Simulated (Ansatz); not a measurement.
# Photoemission of NH2 on graphene in every 14 sites, part 3 of 5

Wanted: the XPS lines and the band structure of NH2 on graphene in every 14 sites.

Ansatz 0.2.0; DFT, PBEsol, plane-wave PAW, default files, scalar-relativistic.

So far, work function, upper face (eV): step 2 (the plain sheet) 4.34; step 3 (relaxation) 4.16.

### 4. Bands, DOS and potential

The main run: bands along the zone's path, the projected DOS and the planar potential. The cell holds 7 small cells, so the bands are unfolded.

Input file input.yaml:

```yaml
crystal:
  lattice:
    - [6.1675, 2.1364846711, 0.0]
    - [-4.934, 4.2729693423, 0.0]
    - [0.0, 0.0, 16.398092539]
  atoms:
    - { symbol: H, position: [0.3397233725, 0.2569188244, 0.5674765768], spin: 0.3 }
    - { symbol: H, position: [0.1489023721, 0.3524878166, 0.5675438234], spin: 0.3 }
    - { symbol: "N", position: [0.1759451424, 0.219335185, 0.546728955], spin: 0.3 }
    - { symbol: C, position: [0.1840626095, 0.2297105304, 0.4546166992], spin: 0.3 }
    - { symbol: C, position: [0.0893565525, 0.6109662678, 0.4268045197] }
    - { symbol: C, position: [0.9414228536, 0.181268833, 0.4309401249], spin: 0.3 }
    - { symbol: C, position: [0.328063636, 0.6585784073, 0.4259550696], spin: 0.3 }
    - { symbol: C, position: [0.8035273907, 0.7542530446, 0.4273223549] }
    - { symbol: C, position: [0.2326648657, 0.0356864242, 0.4308549887], spin: 0.3 }
    - { symbol: C, position: [0.5176638939, 0.8966420936, 0.4234131394] }
    - { symbol: C, position: [0.6133658889, 0.5179378721, 0.4273346169], spin: 0.3 }
    - { symbol: C, position: [0.0430969226, 0.8011859185, 0.4275524464], spin: 0.3 }
    - { symbol: C, position: [0.6601848765, 0.3252238949, 0.426938966] }
    - { symbol: C, position: [0.8966855981, 0.3710822223, 0.4274336521], spin: 0.3 }
    - { symbol: C, position: [0.468821163, 0.0863257096, 0.4261954669], spin: 0.3 }
    - { symbol: C, position: [0.3779824036, 0.4721422708, 0.4306852955], spin: 0.3 }
    - { symbol: C, position: [0.7559015875, 0.9453527689, 0.4264522037], spin: 0.3 }
magnetization:
  spin_polarized: true
kpoints:
  mp_grid: { grid: [12, 12, 1] }
scf:
  occupations: { method: fermi_dirac, width: 0.03 }
  n_extra_bands: 14
hamiltonian:
  xc: pbesol
  pseudopotentials: { kind: paw }
output:
  forces: true
  write_potential: true
  volumetric_format: []
  efg: { contact_densities: true }
  dos:
    projected:
      site_lists:
        centre: [3, 2, 1, 0, 15, 5, 8]
        next_shell: [10, 11, 6, 13, 14, 16, 4, 12, 7]
        far: [9]
    de: 0.05
    e_range: [-30, 12]
    method: { smearing: { sigma: 0.15, scheme: gaussian } }
  eigenstates:
    kpoints:
      - [0.33333333, 0.33333333, 0.0]
      - [0.25, 0.3125, 0.0]
      - [0.16666667, 0.29166667, 0.0]
      - [0.08333333, 0.27083333, 0.0]
      - [0.0, 0.25, 0.0]
      - [-0.08333333, 0.22916667, 0.0]
      # [... 30 more points ...]
      - [0.375, 0.125, 0.0]
      - [0.35416667, 0.22916667, 0.0]
    e_range: [-10.0, 5.0]
    unfold: { supercell_matrix: [[3, 1, 0], [-1, 2, 0], [0, 0, 1]] }
efield:
  axis: 3
  dipole_correction: true
```

On the command line:

```console
$ ansatz run input.yaml --threads 8 --pin off --max-ram 12288MiB --backend cpu --events-out ev --progress --plain --runs-dir out
```

Numbers of over 12 decimals in the logs are rounded to 6 here.

Log:

```text
[...]
Crystal: 17 atoms, lattice volume = 605.007 Å³
Basis set: ecut = 420 eV, 11731 PW (Γ), exchange–correlation on 90×90×240 points (8 copies of the dense FFT grid, shifted against one another)
Bands: 46, of which v1, the nominal top of the filled ones, is band 32 counted from 1 (31 counted from 0)
Symmetry: 1 space group operations
k-points: 74 of 144 (time reversal used)
[...]
Starting moments: Σ|m| = 3.9 μB on 13 of 17 sites
[...]
SCF iter   1: F=—  HF=-3870.551457 eV  |F-HF|=—  |Δ(HF+E_count)|=         —  Δρ=3.71e-2 (↑2.87e-2 ↓3.71e-2)  dr2=2.29e1  dr2_m=4.53e-1  M=0.842 μB ∫|m|=0.905 μB  β_m=0.30  ethr=3.10e-3  p=-0.000 e·Å  D=-1.29e-8 V/Å  ΔV_dip=0.00 eV  dr2_dipole=5.73e-4  V_vac-E_F(+/−)=8.31/8.31 eV  ⟨swp⟩=13.0  Hψ=47342  notcnv=0  defer=180
[...]
SCF iter  16: F=-3862.157648 eV  HF=-3862.157648 eV  |F-HF|=1.56e-8  |Δ(HF+E_count)|=   8.88e-9  Δρ=2.47e-7 (↑1.91e-7 ↓2.47e-7)  dr2=3.83e-10  dr2_m=1.97e-10  M=0.948 μB ∫|m|=1.350 μB  ethr=1.09e-11  p=0.079 e·Å  D=2.36e-2 V/Å  ΔV_dip=-0.39 eV  dr2_dipole=2.29e-12  V_vac-E_F(+/−)=4.17/4.56 eV  ⟨swp⟩=11.3  Hψ=41919  notcnv=0
SCF 1 converged in 16 iterations: F = -3862.157648 eV  dr2 = 3.83e-10
[...]
efield: sawtooth ramp at fractional position 0.9455 (kept from the solve that this one continues, or follows in the run), width 0.1000; the density the first Hamiltonian is built on has a dipole p = 0.079 e·Å; the dipole correction subtracts the counter field D = 2.36e-2 V/Å, which shifts the + side's vacuum level by -0.39 eV against the − side's; the planar-averaged density in the ramp window peaks in size at 1.5e-6 e/Å³
SCF converged after 16 iterations
Magnetization: 0.9482 μB (31.9741 up, 31.0259 down)
Absolute magnetization: 1.3496 μB (∫|ρ↑−ρ↓|, with the PAW one-centre terms)
[...]
Per-site moments (μB) at R_I (Å): [(0.000509474, 0.423980), (0.000530312, 0.423971), (0.028028, 0.423971), (-0.00996077, 0.619727), (0.056399, 0.584487), (0.076466, 0.580178), (-0.017181, 0.581825), (0.057558, 0.584125), (0.077142, 0.580666), (0.023685, 0.586962), (-0.018656, 0.582421), (-0.019015, 0.580848), (0.058356, 0.584890), (-0.018499, 0.581212), (-0.017208, 0.580666), (0.077600, 0.581825), (-0.017350, 0.580178)]
Free energy (F): -3862.157648 eV
[...]
Internal energy: -3862.153970 eV  (E = F + TS)
E sigma→0 (E₀):  -3862.155809 eV
Entropy (-TS):   -0.003678 eV (-0.216 meV/atom)
Fermi energy:    -1.843836 eV
Dipole field:    D = 0.023636 V/Å  (p = 0.079027 e·Å, saw-weighted, corrected)
Work function:   Φ+ = 4.1723 eV   Φ− = 4.5599 eV
[...]
--- Forces (eV/Å), atoms counted from 1 ---
  atom   1  H     -0.00006487    -0.00228117    -0.00007630
  atom   2  H      0.00018666     0.00002563     0.00114220
  atom   3  N     -0.00037121     0.01182925     0.00058768
  atom   4  C      0.00168989    -0.01869099    -0.00989037
  atom   5  C      0.00493232     0.00264652     0.00165074
  atom   6  C     -0.00663553    -0.00003330    -0.00178175
  atom   7  C     -0.00245197     0.00849132    -0.00139400
  atom   8  C     -0.00536624    -0.00413083    -0.00124148
  atom   9  C      0.00562309    -0.00054012    -0.00179527
  atom  10  C     -0.00048122    -0.00272808     0.00362280
  atom  11  C      0.00272825     0.00495380     0.00302844
  atom  12  C      0.00238010     0.00220448     0.00082040
  atom  13  C     -0.00301795    -0.00052027     0.00256139
  atom  14  C     -0.00120580    -0.00500156    -0.00012335
  atom  15  C      0.00345454    -0.00289601    -0.00200251
  atom  16  C      0.00216783     0.00927817     0.00824714
  atom  17  C     -0.00356881    -0.00260893    -0.00337844
  max |Σ_I F_I| component: 2.27e-5 eV/Å
[...]
atom   1  H  V_zz =    +3.503585   η = 0.1405   by run symmetry: allowed
            electrostatic potential = -30.593813 V   contact ρ = 3.114833 e/Å³   contact ρ_s (e/Å³): all electrons +0.001132, valence +0.001120
  atom   2  H  V_zz =    +3.503368   η = 0.1405   by run symmetry: allowed
[...]
atom   3  N  V_zz =    -9.108731   η = 0.3017   by run symmetry: allowed
[...]
atom   4  C  V_zz =    +2.124503   η = 0.0430   by run symmetry: allowed
[...]
atom   5  C  V_zz =    +2.221045   η = 0.1041   by run symmetry: allowed
[...]
atom   6  C  V_zz =    +2.098177   η = 0.3738   by run symmetry: allowed
[...]
atom   7  C  V_zz =    +2.254664   η = 0.0805   by run symmetry: allowed
[...]
atom   8  C  V_zz =    +2.277327   η = 0.0956   by run symmetry: allowed
[...]
atom   9  C  V_zz =    +2.092642   η = 0.3701   by run symmetry: allowed
[...]
atom  10  C  V_zz =    +2.402755   η = 0.0179   by run symmetry: allowed
[...]
atom  11  C  V_zz =    +2.290725   η = 0.1026   by run symmetry: allowed
[...]
atom  12  C  V_zz =    +2.426894   η = 0.1029   by run symmetry: allowed
[...]
atom  13  C  V_zz =    +2.210423   η = 0.0823   by run symmetry: allowed
[...]
atom  14  C  V_zz =    +2.348325   η = 0.1119   by run symmetry: allowed
[...]
atom  15  C  V_zz =    +2.328665   η = 0.1024   by run symmetry: allowed
[...]
atom  16  C  V_zz =    +2.300077   η = 0.2346   by run symmetry: allowed
[...]
atom  17  C  V_zz =    +2.348234   η = 0.1003   by run symmetry: allowed
[...]
--- Band table (eV; the first three rows and the last of 148) ---
  k-point 0 ↑: bands = [... 28 lower, -4.5601, -4.5145, -3.6730, -2.2861, 1.3188, 2.0614, 2.1241, 2.2043, ... 10 higher]
  k-point 1 ↑: bands = [... 28 lower, -4.6119, -4.5460, -3.6907, -2.2600, 1.3460, 1.5357, 1.7460, 2.1415, ... 10 higher]
  k-point 2 ↑: bands = [... 28 lower, -4.6230, -4.4931, -3.7299, -2.1942, 0.9230, 1.2988, 1.4578, 2.0514, ... 10 higher]
  k-point 73 ↓: bands = [... 28 lower, -3.9166, -3.6320, -3.0697, -1.5998, -0.1209, 0.1439, 1.7753, 2.5002, ... 10 higher]
```

The job ended after 5.4 min (8 threads of Arm Neoverse N1, shared host; peak memory 3.4 GiB).

Numbers from this step:

```
free energy                                    : -3862.1576 eV
energy at zero smearing                        : -3862.1558 eV
smearing term TS                               : 0.003678 eV
Fermi energy                                   : -1.844 eV
magnetization                                  : 0.9482 μB
absolute magnetization                         : 1.350 μB
share of occupied states in no projected shell : 0.0064 of the occupied states in the window
DOS at the Fermi level                         : 1.730 states/eV/cell
work function, upper face                      : 4.172 eV
work function, lower face                      : 4.560 eV
```

A(k,E), total, spin up over k along the path and E. Zero: Fermi level.

Ten even steps from '_' (0.00 eV⁻¹) to '@' (2.13 eV⁻¹), each cell a mean:
```
________....__..====##@@@@@@%%++==--________________________
______..::________====::------==..______....________________
______....__________::==++++--____________....______________
____..::__________________________________....__....________
__..::______________________________________::--::::--::____
--::__________________________________________________..::--
..________________________________________________________..
==--::..______________________________________..__....::====
____________________________________________________________
::::..__________________________________________..::::::::::
__..::::__________............____________..--==--......____
______....__________::**%%##==..__________..______..________
______......______::++--..::==--________::....______________
________......__::++--......::++==..__......________________
__________::..::==--__________::::====::..__________________
____________--**==..____________==::==**--..________________
__________..====--..............--++..__--++====::__________
________..--::==::::::......::::..::::..____....--::________
________::::--......::::..::::......::....________--::______
..____..----::____......::::........::____________..==__....
______==::::________________________....____________..--____
____==..::..__________________________--______________::::__
```
Columns: k along the path (Å⁻¹) from 0 to 4.02; rows upwards: E (eV) from -9.7 to 4.7.

A(k,E), total, spin dn over k along the path and E. Zero: Fermi level.

Ten even steps from '_' (0.00 eV⁻¹) to '@' (2.23 eV⁻¹), each cell a mean:
```
______________..----**@@@@@@%%====::________________________
______....________--==::::::--==..______::::..______________
______..____________..======--______________________________
____....__________________________________..::..::..________
__::::______________________________________..::..::----::__
::..____________________________________________________..::
++--..____________________________________________....::--++
____________________________________________________________
..________________________________________________________..
..::::__________________..____________________::::::::--::..
____::::____________..........____________::--::::::..______
______....__________::**####==..__________..________________
______......______::++--..::==--________::......____________
________..::....::==--......::====::..::..__________________
__________..::::==--__________::::====::____________________
____________::++==..____________==::==++--..________________
__________..======............::--++..__::======--__________
________..--::--..::....::........::::..________::::________
________::::--......::::..::::..........__________--::..____
______..----..__________....______..::..__________..--______
______==::::________________________....______________--____
____--..--____________________________--______________::::__
```
Columns: k along the path (Å⁻¹) from 0 to 4.02; rows upwards: E (eV) from -9.7 to 4.7.

Peaks of A(k,E) at the labelled points: for each region the eleven nearest the zero at most, each over 6 % of that point's highest, less those above the energy where the solved bands run out; weight and spread sum the levels within three half widths or 0.3 eV, so near peaks share levels. Peaks of the spectral function:

```csv
point,weight on,E (eV),A (1/eV),weight near the peak,rms spread of levels (eV)
K,total,-6.04,0.292,0.143,0.1
K,total,-5.98,0.29,0.143,0.1
K,total,-4.52,0.333,0.168,0.116
K,total,-1.88,0.703,0.263,0.058
K,total,-1.36,1.278,0.692,0.102
K,total,-1.18,1.472,0.692,0.102
K,total,0.02,3.114,0.919,0
K,total,0.44,3.14,0.921,0
K,total,1.18,2.193,0.967,0.076
K,total,1.3,2.027,0.967,0.076
K,total,4.44,0.278,0.111,0.103
Γ,total,-7.92,2.105,0.902,0.071
Γ,total,-7.08,2.122,0.84,0.07
Γ,total,-6.24,1.386,0.52,0.051
Γ,total,-4.02,0.846,0.39,0.118
Γ,total,-3.7,0.543,0.239,0.165
Γ,total,-2.66,8.49,3.057,0.041
Γ,total,-1.8,1.043,0.364,0.054
Γ,total,3.18,5.445,1.75,0.021
Γ,total,4.14,6.491,2.136,0.053
Γ,total,4.54,6.415,1.99,0.048
M,total,-3.58,0.731,0.331,0.075
M,total,-3.46,0.759,0.331,0.075
M,total,-1.96,2.431,1.507,0.153
M,total,-1.8,2.246,1.239,0.11
M,total,-0.2,0.631,0.18,0
M,total,0.24,0.667,0.192,0
M,total,1.78,2.446,1.293,0.106
M,total,1.98,2.462,1.286,0.103
M,total,3.48,0.789,0.355,0.074
M,total,3.6,0.765,0.355,0.074
M,total,4.42,0.273,0.096,0.055
```

The DOS has structure finer than the step of the table below, so its rows give means over 1 eV, whole bins alone (the curve runs from -21.5 to 6.38 eV). Peaks (eV: height): total -7.2: 6.37, -6.2: 8.37, 4.9: 7.28, 6.2: 7.87; C 2p -7.2: 4.77, -6.2: 7.20, -4.4: 5.69, -2.6: 3.49; N 2p -7.9: 1.15, -6.3: 0.620, -1.9: 2.61; C 2s -19.2: 2.35, -18.3: 2.89, -16.8: 2.68, -15.9: 1.89; H 1s -7.9: 0.422, 3.5: 0.427, 4.1: 0.440, 6.2: 0.377.

Table of DOS by E, zero at the Fermi level; means over each step; values in states/eV/cell:

```csv
E (eV),total,C 2p,N 2p,C 2s,H 1s,N 2s
-21,0,0,0,0,0,0
-20,0.333,0.0193,0.00541,0.254,0.0148,0.0349
-19,1.87,0.262,0.0348,1.18,0.106,0.266
-18,2.86,0.673,0.0190,1.74,0.101,0.278
-17,2.60,0.832,0.0129,1.40,0.0883,0.229
-16,2.36,0.902,0.0140,1.21,0.0588,0.139
-15,2.39,1.03,0.0203,1.18,0.0433,0.0874
-14,2.64,1.14,0.0345,1.33,0.0429,0.0704
-13,1.86,1.09,0.0267,0.678,0.0194,0.0234
-12,2.81,1.80,0.0428,0.897,0.0200,0.0160
-11,2.19,1.43,0.0466,0.675,0.0163,0.00752
-10,2.60,1.93,0.0780,0.538,0.0231,0.00406
-9,2.99,2.23,0.203,0.465,0.0650,0.00290
-8,4.80,3.15,0.864,0.414,0.313,0.00384
-7,5.62,4.49,0.527,0.331,0.190,0.00965
-6,6.88,6.04,0.389,0.219,0.153,0.00832
-5,4.74,4.36,0.167,0.112,0.0599,0.0127
-4,4.18,3.90,0.149,0.0544,0.0343,0.0161
-3,3.44,3.27,0.104,0.0201,0.0123,0.0176
-2,3.92,2.42,1.28,0.0281,0.0188,0.137
-1,0.954,0.843,0.0951,0.00155,0.00205,0.00724
0,1.93,1.72,0.143,0.00549,0.00945,0.0211
1,0.494,0.471,0.00823,0.00118,0.00122,0.00163
2,2.22,2.10,0.0234,0.00859,0.00759,0.00481
3,2.52,1.86,0.0414,0.0130,0.139,0.0486
4,3.64,1.38,0.0761,0.0157,0.355,0.0974
5,6.59,1.83,0.135,0.0358,0.301,0.0563
```

Sums over each group's atoms; a table of it gives point samples, which can step over narrow peaks. The DOS of the group by E, zero at the Fermi level; 7 of 9 lines; values in states/eV:

```csv
E (eV),next shell: C 2p,centre: C 2p,centre: N 2p,far: C 2p,next shell: C 2s,centre: C 2s,centre: H 1s
-21,0,0,0,0,0,0,0
-20,2.5e-4,2.7e-4,2.6e-4,2.3e-5,0.00724,0.00565,7.0e-4
-19,0.161,0.0970,0.0393,0.0171,0.323,0.627,0.124
-18,0.290,0.303,0.0253,0.0200,1.09,0.252,0.137
-17,0.454,0.226,0.0134,0.0928,0.976,0.264,0.0947
-16,0.807,0.329,0.0232,0.0618,0.989,0.460,0.106
-15,0.679,0.266,0.0189,0.0693,0.770,0.314,0.0422
-14,0.819,0.346,0.0366,0.0704,0.911,0.451,0.0440
-13,0.677,0.292,0.0237,0.0777,0.397,0.183,0.0164
-12,1.16,0.499,0.0430,0.124,0.583,0.272,0.0202
-11,0.909,0.385,0.0438,0.0959,0.416,0.191,0.0153
-10,1.29,0.559,0.0755,0.139,0.345,0.155,0.0223
-9,1.44,0.661,0.185,0.161,0.310,0.131,0.0590
-8,1.83,1.11,1.07,0.184,0.247,0.118,0.399
-7,2.64,1.17,0.404,0.319,0.206,0.106,0.159
-6,4.25,1.56,0.364,0.468,0.137,0.0719,0.164
-5,2.78,1.07,0.146,0.299,0.0694,0.0361,0.0525
-4,2.33,0.890,0.133,0.238,0.0308,0.0172,0.0270
-3,1.87,0.757,0.0623,0.282,0.00690,0.00814,0.00776
-2,1.49,0.648,1.93,0.173,0.00535,0.0293,0.0263
-1,0.297,0.0763,0.0381,0.0233,1.7e-4,4.3e-4,7.3e-4
0,0.775,1.04,0.155,0.0992,0.00125,0.00414,0.0107
1,0.0924,0.0212,0.00246,0.00416,8.2e-5,1.7e-4,2.0e-4
2,1.22,0.423,0.0196,0.220,0.00184,0.00552,0.00638
3,1.09,0.378,0.0227,0.103,0.00291,0.00657,0.0668
4,0.844,0.367,0.0821,0.129,0.00438,0.00970,0.400
5,1.80,0.582,0.171,0.0333,0.00738,0.0399,0.307
6,0.533,0.136,0.120,0.0647,0.00573,0.0194,0.307
```

(Part 3 of 5 ends here.)

[Logs are printed without paths, hosts, clocks, repeated set-up lines and the standing remarks that a program may print on its own settings, such as how far it seeks lower states.]

[Hosts, paths, dates, database ids (printed as entryN), source tags and the programs' standing remarks are cut or masked in the printed files.]

[Maps of the electrostatic potential energy from Ansatz leave out the sawtooth potential of an applied field or a dipole correction, so their vacuum need not be flat; work functions include it.]
